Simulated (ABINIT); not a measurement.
# Beyond one shot: Tellurium (P3_121, 3 atoms a cell), part 2 of 2

Aim: iterate the self-energy on Tellurium (P3_121, 3 atoms a cell) and follow the gap from cycle to cycle.

ABINIT 10.8.3; PBE and many-body steps on it, plane waves. Known limits of the many-body steps: not at the basis limit; model gap, bands may invert with spin-orbit coupling; screening runs away on this mesh; no spin-orbit coupling; coarse k mesh.

So far. Step 5 (evGW0, cycle 1): Against G0W0 in ABINIT (3×3×2 mesh, 226 bands, screening to 130.6 eV, Godby-Needs plasmon pole), the gap moves by +0.066 eV. This first cycle still uses the starting levels; it takes the full correction, at all points of the mesh, and its linearised value is 0.440 eV. Step 6 (evGW0, cycle 2): Against the cycle before, the gap moves by −0.046 eV.

The database entry behind the starting cell differs from later determinations by our own check (inner coordinate of an old entry), so it need not match the best structure at ambient conditions.

## 7. evGW0, cycle 3

Level of this step: evGW0 on PBE, plane waves, norm-conserving pseudopotentials (ABINIT).

run.abi reads:

```
acell 3*1.0 Angstrom
rprim 
  4.454000000025 -0.000000000006 0.000000000000
  -2.227000000008 3.857277148481 0.000000000000
  0.000000000000 0.000000000000 5.924000000000
ntypat 1
znucl 52
natom 3
typat 1 1 1
xred 
  0.269000000000 0.000000000000 0.333333333333
  0.000000000000 0.269000000000 0.666666666667
  0.731000000000 0.731000000000 -0.000000000000
pp_dirpath "pseudos"
pseudos "Te.upf"
ecut 39
ngkpt 3 3 2
nshiftk 1
shiftk 0 0 0
kptopt 1
chksymbreak 0
istwfk *1
occopt 1
irdwfk 1
optdriver 4
nband 226
gwcalctyp 10
ecutsigx 39
symsigma 1
nkptgw 6
kptgw 
  0.0000000000 0.0000000000 0.0000000000
  0.3333333333 0.0000000000 0.0000000000
  0.3333333333 0.3333333333 0.0000000000
  0.0000000000 0.0000000000 0.5000000000
  0.3333333333 0.0000000000 0.5000000000
  0.3333333333 0.3333333333 0.5000000000
bdgw 
  28 42
  28 42
  28 42
  28 42
  28 42
  28 42
ecuteps 4.8
irdscr 1
ppmodel 1
irdqps 1
indata_prefix "in"
outdata_prefix "out"
tmpdata_prefix "tmp"
```

Launch:

```bash
OMP_NUM_THREADS=1 mpirun -n 4 abinit run.abi > log
```

Numbers of over 12 decimals in the logs are rounded to 6 here.

Log:

```text
.Version 10.8.3 of ABINIT. v10.8.2 released Aug 2026.

 Symmetries : space group P3_1 2 1 (#152); Bravais hP (primitive hexag.)
[... echo of the input left out ...]
== DATASET  1 ==================================================================
-   mpi_nproc: 4, omp_nthreads: 1 (-1 if OMP is not activated)

--- !DatasetInfo
iteration_state: {dtset: 1, }
dimensions: {natom: 3, nkpt: 6, mband: 226, nsppol: 1, nspinor: 1, nspden: 1, mpw: 8029, }
cutoff_energies: {ecut:  39.0, pawecutdg:  -1.0, }
[...]
.  kptgw no:  4; Maximum DeltaE = (  -0.008   0.000) for band index:  1
.  kptgw no:  5; Maximum DeltaE = (  -0.007  -0.000) for band index:  2
.  kptgw no:  6; Maximum DeltaE = (  -0.005  -0.001) for band index:  1

== END DATASET(S) ==============================================================
================================================================================

 -outvars: echo values of variables after computation  --------
           etotal      0.0000000000E+00
            nband         226
             nkpt           6
          spgroup         152
 [... the other variables as echoed above ...]

 Calculation completed.
```

Wall time 3.3 min (4 MPI ranks of Arm Neoverse V2, shared host); peak memory 2 GiB; 13 min of CPU time.

Numbers from this step:

```yaml
quasiparticle_gap_on_the_mesh: 0.4670 eV
gap_of_the_density_functional_on_the_mesh: 0.1888 eV
k_of_the_valence_top: 0.3333, 0.3333, 0.5
k_of_the_conduction_bottom: 0.3333, 0.3333, 0.5
least_direct_quasiparticle_gap_on_the_computed_points: 0.4670 eV
```

Against the cycle before, the gap moves by +0.007 eV.

## 8. Screening, 3×3×2 mesh, 226 bands, screening to 130.6 eV

This step: RPA screening on PBE, plane waves, norm-conserving pseudopotentials.

run.abi reads:

```
acell 3*1.0 Angstrom
rprim 
  4.454000000025 -0.000000000006 0.000000000000
  -2.227000000008 3.857277148481 0.000000000000
  0.000000000000 0.000000000000 5.924000000000
ntypat 1
znucl 52
natom 3
typat 1 1 1
xred 
  0.269000000000 0.000000000000 0.333333333333
  0.000000000000 0.269000000000 0.666666666667
  0.731000000000 0.731000000000 -0.000000000000
pp_dirpath "pseudos"
pseudos "Te.upf"
ecut 39
ngkpt 3 3 2
nshiftk 1
shiftk 0 0 0
kptopt 1
chksymbreak 0
istwfk *1
occopt 1
irdwfk 1
optdriver 3
nband 226
ecuteps 4.8
inclvkb 2
awtr 1
symchi 1
gwcalctyp 10
mbpt_sciss 0.367 eV
nqptdm 1
qptdm 
  0 0 0
indata_prefix "in"
outdata_prefix "out"
tmpdata_prefix "tmp"
```

Log:

```text
.Version 10.8.3 of ABINIT. v10.8.2 released Aug 2026.

 Symmetries : space group P3_1 2 1 (#152); Bravais hP (primitive hexag.)
[... echo of the input left out ...]
== DATASET  1 ==================================================================
-   mpi_nproc: 4, omp_nthreads: 1 (-1 if OMP is not activated)

--- !DatasetInfo
iteration_state: {dtset: 1, }
dimensions: {natom: 3, nkpt: 6, mband: 226, nsppol: 1, nspinor: 1, nspden: 1, mpw: 8029, }
cutoff_energies: {ecut:  39.0, pawecutdg:  -1.0, }
electrons: {nelect:   7.20000000E+01, charge:   0.00000000E+00, occopt:   1.00000000E+00, tsmear:   1.00000000E-02, }

 SCREENING: Calculation of the susceptibility and dielectric matrices

 Based on a program developped by R.W. Godby, V. Olevano, G. Onida, and L. Reining.
 Incorporated in ABINIT by V. Olevano, G.-M. Rignanese, and M. Torrent.
.Using double precision arithmetic ; gwpc =  8

[... cell and pseudopotentials left out ...]
--------------------------------------------------------------------------------

 ==== K-mesh for the wavefunctions ====
 Number of points in the irreducible wedge :     6
[... list of points left out ...]
 Together with  6 symmetry operations and time-reversal symmetry
 yields    18 points in the full Brillouin Zone.

 ==== Q-mesh for the screening function ====
 Number of points in the irreducible wedge :     6
[... list of points left out ...]
 Together with  6 symmetry operations and time-reversal symmetry
 yields    18 points in the full Brillouin Zone.

 setmesh: FFT mesh size selected  =    27x   27x   45
          total number of points  =        32805

 vcoul_init : cutoff-mode = AUXILIARY_FUNCTION
 q-points for optical limit:   1
     1)      0.000010    0.000020    0.000030

 Dielectric matrix will be calculated only for some
 selected q points provided by the user through the input variables
 nqptdm and qptdm

- screening: taking advantage of time-reversal symmetry
- Maximum band index for partially occupied states nbvw = 36
- Remaining bands to be divided among processors   nbcw = 190
- Number of bands treated by each node ~47

 rdqps: reading QP wavefunctions of the previous step
        looking for file in_QPS
 file not found, 1st iteration initialized with KS eigenelements

 screening : performing a first self-consistency
 update of the energies in W by a scissor operator
 applying a scissor operator of [eV] :   0.367

 Number of electrons calculated from density =   72.0000; Expected =   72.0000
 average of density, n =  0.104831
 r_s =    1.3157
 omega_plasma =   31.2321 [eV]

 calculating chi0 at frequencies [eV] :
  1    0.000000E+00    0.000000E+00
  2    0.000000E+00    3.123205E+01

--------------------------------------------------------------------------------
  q-point number  1        q = ( 0.000000, 0.000000, 0.000000) [r.l.u.]
--------------------------------------------------------------------------------
[... chi0 elements left out ...]
 For q-point:  0.000010 0.000020 0.000030
  dielectric constant = 536.9171
  dielectric constant without local fields = 587.6197

  Average fulfillment of the sum rule on Im[epsilon] for q-point    1 :     67.85  [%]
[... wings left out ...]
== END DATASET(S) ==============================================================
================================================================================

 -outvars: echo values of variables after computation  --------
           etotal      0.0000000000E+00
            nband         226
             nkpt           6
          spgroup         152
 [... the other variables as echoed above ...]

 Calculation completed.
```

Elapsed: 65 s, on 4 MPI ranks; peak memory 1.7 GiB; 4.3 min of CPU time.

Numbers from this step:

* ε∞ with local fields, on this mesh, along the program's q direction: 536.9
* the same without local fields: 587.6
* plasma frequency: 31.23 eV
* plane waves in the screening matrix: 329

This screening uses the functional's bands under a rigid shift, the mean opening of the cycle before.

## 9. Screening, 3×3×2 mesh, 226 bands, screening to 130.6 eV

This step: RPA screening on PBE from quasiparticle energies, plane waves, norm-conserving pseudopotentials.

run.abi, as its differences from that of step 8:

```diff
@@ -30,7 +30,11 @@
 symchi 1
+irdqps 1
 gwcalctyp 10
-mbpt_sciss 0.367 eV
-nqptdm 1
+nqptdm 5
 qptdm 
-  0 0 0
+  0.3333333333 0.0000000000 0.0000000000
+  0.3333333333 0.3333333333 0.0000000000
+  0.0000000000 0.0000000000 0.5000000000
+  0.3333333333 0.0000000000 0.5000000000
+  0.3333333333 0.3333333333 0.5000000000
 indata_prefix "in"
```

mrgscr.stdin reads:

```
2
merged
q0_SCR
out_SCR
1
```

Launch:

```bash
OMP_NUM_THREADS=1 mpirun -n 4 abinit run.abi > log; mrgscr < mrgscr.stdin
```

Log:

```text
.Version 10.8.3 of ABINIT. v10.8.2 released Aug 2026.

 Symmetries : space group P3_1 2 1 (#152); Bravais hP (primitive hexag.)
[... echo of the input left out ...]
== DATASET  1 ==================================================================
-   mpi_nproc: 4, omp_nthreads: 1 (-1 if OMP is not activated)

--- !DatasetInfo
iteration_state: {dtset: 1, }
dimensions: {natom: 3, nkpt: 6, mband: 226, nsppol: 1, nspinor: 1, nspden: 1, mpw: 8029, }
cutoff_energies: {ecut:  39.0, pawecutdg:  -1.0, }
[...]
q-point number  1        q = ( 0.333333, 0.000000, 0.000000) [r.l.u.]
--------------------------------------------------------------------------------
[... chi0 elements left out ...]
  Average fulfillment of the sum rule on Im[epsilon] for q-point    2 :     72.40  [%]

--------------------------------------------------------------------------------
  q-point number  2        q = ( 0.333333, 0.333333, 0.000000) [r.l.u.]
--------------------------------------------------------------------------------
[... chi0 elements left out ...]
  Average fulfillment of the sum rule on Im[epsilon] for q-point    3 :     70.35  [%]

 [... 3 further q-points ...]
```

Elapsed: 59 s, on 4 MPI ranks; peak memory 1.6 GiB.

Numbers from this step:

| Property | Result |
| --- | --- |
| plasma frequency | 31.23 eV |
| plane waves in the screening matrix | 329 |

This screening reads the quasiparticle levels of the cycle before.

## 10. evGW, cycle 1

This step: evGW on PBE, plane waves, norm-conserving pseudopotentials.

run.abi, as its differences from that of step 9:

```diff
@@ -24,12 +24,10 @@
 irdwfk 1
-optdriver 3
+optdriver 4
 nband 226
-ecuteps 4.8
-inclvkb 2
-awtr 1
-symchi 1
-irdqps 1
 gwcalctyp 10
-nqptdm 5
-qptdm 
+ecutsigx 39
+symsigma 1
+nkptgw 6
+kptgw 
+  0.0000000000 0.0000000000 0.0000000000
   0.3333333333 0.0000000000 0.0000000000
@@ -39,2 +37,13 @@
   0.3333333333 0.3333333333 0.5000000000
+bdgw 
+  28 42
+  28 42
+  28 42
+  28 42
+  28 42
+  28 42
+ecuteps 4.8
+irdscr 1
+ppmodel 1
+irdqps 1
 indata_prefix "in"
```

Launch:

```bash
OMP_NUM_THREADS=1 mpirun -n 4 abinit run.abi > log
```

Log:

```text
.Version 10.8.3 of ABINIT. v10.8.2 released Aug 2026.

 Symmetries : space group P3_1 2 1 (#152); Bravais hP (primitive hexag.)
[... echo of the input left out ...]
== DATASET  1 ==================================================================
-   mpi_nproc: 4, omp_nthreads: 1 (-1 if OMP is not activated)

--- !DatasetInfo
iteration_state: {dtset: 1, }
dimensions: {natom: 3, nkpt: 6, mband: 226, nsppol: 1, nspinor: 1, nspden: 1, mpw: 8029, }
cutoff_energies: {ecut:  39.0, pawecutdg:  -1.0, }
[...]
.  kptgw no:  4; Maximum DeltaE = (  -0.029   0.001) for band index:  1
.  kptgw no:  5; Maximum DeltaE = (  -0.026   0.001) for band index:  2
.  kptgw no:  6; Maximum DeltaE = (  -0.021   0.000) for band index:  1

== END DATASET(S) ==============================================================
================================================================================

 -outvars: echo values of variables after computation  --------
           etotal      0.0000000000E+00
            nband         226
             nkpt           6
          spgroup         152
 [... the other variables as echoed above ...]

 Calculation completed.
```

It took 3.4 min on 4 MPI ranks; peak memory 2.1 GiB; 13 min of CPU time.

This step gave:

```yaml
quasiparticle_gap_on_the_mesh: 0.484 eV
gap_of_the_density_functional_on_the_mesh: 0.1888 eV
k_of_the_valence_top: 0.3333, 0.3333, 0.5
k_of_the_conduction_bottom: 0.3333, 0.3333, 0.5
least_direct_quasiparticle_gap_on_the_computed_points: 0.484 eV
```

Against G0W0 in ABINIT (3×3×2 mesh, 226 bands, screening to 130.6 eV, Godby-Needs plasmon pole), the gap moves by +0.044 eV.

## 11. Screening, 3×3×2 mesh, 226 bands, screening to 130.6 eV

This step: RPA screening on PBE, plane waves, norm-conserving pseudopotentials.

run.abi reads:

```
acell 3*1.0 Angstrom
rprim 
  4.454000000025 -0.000000000006 0.000000000000
  -2.227000000008 3.857277148481 0.000000000000
  0.000000000000 0.000000000000 5.924000000000
ntypat 1
znucl 52
natom 3
typat 1 1 1
xred 
  0.269000000000 0.000000000000 0.333333333333
  0.000000000000 0.269000000000 0.666666666667
  0.731000000000 0.731000000000 -0.000000000000
pp_dirpath "pseudos"
pseudos "Te.upf"
ecut 39
ngkpt 3 3 2
nshiftk 1
shiftk 0 0 0
kptopt 1
chksymbreak 0
istwfk *1
occopt 1
irdwfk 1
optdriver 3
nband 226
ecuteps 4.8
inclvkb 2
awtr 1
symchi 1
gwcalctyp 10
mbpt_sciss 0.399 eV
nqptdm 1
qptdm 
  0 0 0
indata_prefix "in"
outdata_prefix "out"
tmpdata_prefix "tmp"
```

Log:

```text
.Version 10.8.3 of ABINIT. v10.8.2 released Aug 2026.

 Symmetries : space group P3_1 2 1 (#152); Bravais hP (primitive hexag.)
[... echo of the input left out ...]
== DATASET  1 ==================================================================
-   mpi_nproc: 4, omp_nthreads: 1 (-1 if OMP is not activated)

--- !DatasetInfo
iteration_state: {dtset: 1, }
dimensions: {natom: 3, nkpt: 6, mband: 226, nsppol: 1, nspinor: 1, nspden: 1, mpw: 8029, }
cutoff_energies: {ecut:  39.0, pawecutdg:  -1.0, }
[...]
[... chi0 elements left out ...]
 For q-point:  0.000010 0.000020 0.000030
  dielectric constant = 511.3484
  dielectric constant without local fields = 557.5581

  Average fulfillment of the sum rule on Im[epsilon] for q-point    1 :     67.91  [%]
[... wings left out ...]
== END DATASET(S) ==============================================================
================================================================================

 -outvars: echo values of variables after computation  --------
           etotal      0.0000000000E+00
            nband         226
             nkpt           6
          spgroup         152
 [... the other variables as echoed above ...]

 Calculation completed.
```

It took 68 s on 4 MPI ranks; peak memory 1.7 GiB; 4.5 min of CPU time.

This step gave:

- ε∞ with local fields, on this mesh, along the program's q direction: 511.3
- the same without local fields: 557.6
- plasma frequency: 31.23 eV
- plane waves in the screening matrix: 329

This screening uses the functional's bands under a rigid shift, the mean opening of the cycle before.

## 12. Screening, 3×3×2 mesh, 226 bands, screening to 130.6 eV

This step: RPA screening on PBE from quasiparticle energies, plane waves, norm-conserving pseudopotentials.

run.abi, as its differences from that of step 11:

```diff
@@ -30,7 +30,11 @@
 symchi 1
+irdqps 1
 gwcalctyp 10
-mbpt_sciss 0.399 eV
-nqptdm 1
+nqptdm 5
 qptdm 
-  0 0 0
+  0.3333333333 0.0000000000 0.0000000000
+  0.3333333333 0.3333333333 0.0000000000
+  0.0000000000 0.0000000000 0.5000000000
+  0.3333333333 0.0000000000 0.5000000000
+  0.3333333333 0.3333333333 0.5000000000
 indata_prefix "in"
```

mrgscr.stdin is that of step 9.

Launch:

```bash
OMP_NUM_THREADS=1 mpirun -n 4 abinit run.abi > log; mrgscr < mrgscr.stdin
```

Log:

```text
.Version 10.8.3 of ABINIT. v10.8.2 released Aug 2026.

 Symmetries : space group P3_1 2 1 (#152); Bravais hP (primitive hexag.)
[... echo of the input left out ...]
== DATASET  1 ==================================================================
-   mpi_nproc: 4, omp_nthreads: 1 (-1 if OMP is not activated)

--- !DatasetInfo
iteration_state: {dtset: 1, }
dimensions: {natom: 3, nkpt: 6, mband: 226, nsppol: 1, nspinor: 1, nspden: 1, mpw: 8029, }
cutoff_energies: {ecut:  39.0, pawecutdg:  -1.0, }
[...]
q-point number  1        q = ( 0.333333, 0.000000, 0.000000) [r.l.u.]
--------------------------------------------------------------------------------
[... chi0 elements left out ...]
  Average fulfillment of the sum rule on Im[epsilon] for q-point    2 :     72.49  [%]

--------------------------------------------------------------------------------
  q-point number  2        q = ( 0.333333, 0.333333, 0.000000) [r.l.u.]
--------------------------------------------------------------------------------
[... chi0 elements left out ...]
  Average fulfillment of the sum rule on Im[epsilon] for q-point    3 :     70.42  [%]

 [... 3 further q-points ...]
```

Run time: 58 s. Hardware: 4 MPI ranks; peak memory 1.6 GiB; 3.9 min of CPU time.

Numbers from this step:

- plasma frequency: 31.23 eV
- plane waves in the screening matrix: 329

This screening reads the quasiparticle levels of the cycle before.

## 13. evGW, cycle 2

This step: evGW on PBE, plane waves, norm-conserving pseudopotentials.

run.abi, as its differences from that of step 12:

```diff
@@ -24,12 +24,10 @@
 irdwfk 1
-optdriver 3
+optdriver 4
 nband 226
-ecuteps 4.8
-inclvkb 2
-awtr 1
-symchi 1
-irdqps 1
 gwcalctyp 10
-nqptdm 5
-qptdm 
+ecutsigx 39
+symsigma 1
+nkptgw 6
+kptgw 
+  0.0000000000 0.0000000000 0.0000000000
   0.3333333333 0.0000000000 0.0000000000
@@ -39,2 +37,13 @@
   0.3333333333 0.3333333333 0.5000000000
+bdgw 
+  28 42
+  28 42
+  28 42
+  28 42
+  28 42
+  28 42
+ecuteps 4.8
+irdscr 1
+ppmodel 1
+irdqps 1
 indata_prefix "in"
```

Launch:

```bash
OMP_NUM_THREADS=1 mpirun -n 4 abinit run.abi > log
```

Log:

```text
.Version 10.8.3 of ABINIT. v10.8.2 released Aug 2026.

 Symmetries : space group P3_1 2 1 (#152); Bravais hP (primitive hexag.)
[... echo of the input left out ...]
== DATASET  1 ==================================================================
-   mpi_nproc: 4, omp_nthreads: 1 (-1 if OMP is not activated)

--- !DatasetInfo
iteration_state: {dtset: 1, }
dimensions: {natom: 3, nkpt: 6, mband: 226, nsppol: 1, nspinor: 1, nspden: 1, mpw: 8029, }
cutoff_energies: {ecut:  39.0, pawecutdg:  -1.0, }
[...]
.  kptgw no:  4; Maximum DeltaE = (  -0.001   0.000) for band index:  1
.  kptgw no:  5; Maximum DeltaE = (  -0.001   0.001) for band index:  2
.  kptgw no:  6; Maximum DeltaE = (  -0.001   0.000) for band index:  1

== END DATASET(S) ==============================================================
================================================================================

 -outvars: echo values of variables after computation  --------
           etotal      0.0000000000E+00
            nband         226
             nkpt           6
          spgroup         152
 [... the other variables as echoed above ...]

 Calculation completed.
```

Elapsed: 3.4 min, on 4 MPI ranks; peak memory 2.1 GiB.

Numbers from this step:

```
quasiparticle gap on the mesh                         : 0.484 eV
gap of the density functional on the mesh             : 0.1888 eV
k of the valence top                                  : 0.3333, 0.3333, 0.5
k of the conduction bottom                            : 0.3333, 0.3333, 0.5
least direct quasiparticle gap on the computed points : 0.484 eV
```

Against the cycle before, the gap moves by +0.000 eV.

## 14. The runs together

Times are wall times on 4 MPI ranks of Arm Neoverse V2, shared host, good to a factor of about two. A run's time includes the screening step that it read.

| run | mesh | bands | screening cutoff (eV) | DFT gap (eV) | gap on the mesh (eV) | direct (eV) | ε∞ used | time |
| --- | --- | --- | --- | --- | --- | --- | --- | --- |
| G0W0 | 3×3×2 | 226 | 130.6 | 0.189 | 0.440 | 0.440 | 1330.36 | 2.3 min |
| evGW0, cycle 1 | 3×3×2 | 226 | 130.6 | 0.189 | 0.506 | 0.506 | 1330.36 | 5.3 min |
| evGW0, cycle 2 | 3×3×2 | 226 | 130.6 | 0.189 | 0.460 | 0.460 | 1330.36 | 5.3 min |
| evGW0, cycle 3 | 3×3×2 | 226 | 130.6 | 0.189 | 0.467 | 0.467 | 1330.36 | 5.3 min |
| evGW, cycle 1 | 3×3×2 | 226 | 130.6 | 0.189 | 0.484 | 0.484 | 536.92 | 5.4 min |
| evGW, cycle 2 | 3×3×2 | 226 | 130.6 | 0.189 | 0.484 | 0.484 | 511.35 | 5.5 min |

## 15. Outcome

```yaml
g0w0: 0.440 eV
evgw0_cycle_1: 0.506 eV
evgw0_cycle_2: 0.460 eV
evgw0_cycle_3: 0.467 eV
evgw_cycle_1: 0.484 eV
evgw_cycle_2: 0.484 eV
known_limits: not at the basis limit; model gap, bands may invert with spin-orbit coupling; screening runs away on this mesh; no spin-orbit coupling; coarse k mesh
```

In words: Only the bands that the input lists are updated; the others, empty or deep, keep the functional's energies or take a rigid shift. The evGW loop starts from the last levels of evGW0, so its cycles and time come on top of those. evGW0 ends at 0.47 eV, +0.03 eV from G0W0, after 3 cycles that took 10 min beside the first screening; the last moved the gap by 0.007 eV. evGW ends at 0.48 eV, +0.04 eV from G0W0, after 2 cycles that took 11 min beside the first screening; the last moved the gap by 0.000 eV. The first cycle of evGW0 takes the full correction, without the factor Z, so it overshoots the one-shot value. Bands and cutoff are finite, so the gap is not at the basis limit. The miss can reach some tenths of an eV and take either sign; the mesh is an error of its own. The 3×3×2 mesh is coarse for this cell, which bears on the long-range parts of exchange and screening. With atoms this heavy and so narrow a gap, spin-orbit coupling can invert the bands. These scalar-relativistic gaps are then model values, not to be set against experiment, and a spin-orbit change taken from DFT can't simply be added. On this mesh the RPA ε∞ passes 90, more than nearly any semiconductor shows; a coarse mesh does this where one point with a narrow direct gap carries much weight. The screening is then too strong, and the G0W0 gap should not be taken as the material's. In the updated screening the q = 0 part is built from Kohn-Sham bands under a rigid shift, the other q from the quasiparticle levels.

[Paths, hosts, dates, memory and timing lines, banners, echoed tables and standing remarks are left out of the program output.]

[Logs are printed without paths, hosts, clocks, repeated set-up lines and the standing remarks that a program may print on its own settings, such as how far it seeks lower states.]

[Runs of the session that timed out or met a known fault of the program may be left out.]

[Hosts, paths, dates, database ids (printed as entryN), source tags and the programs' standing remarks are cut or masked in the printed files.]

[G0W0 gaps are taken among the corrected bands and points alone; a level outside them can change the order at an edge.]

[Where Ansatz stands beside ABINIT at settings called matched, ABINIT's density can come from a denser mesh and the files from another edition; pairs whose starting gaps differed by over 0.03 eV were left out, so agreement reads better than it is.]
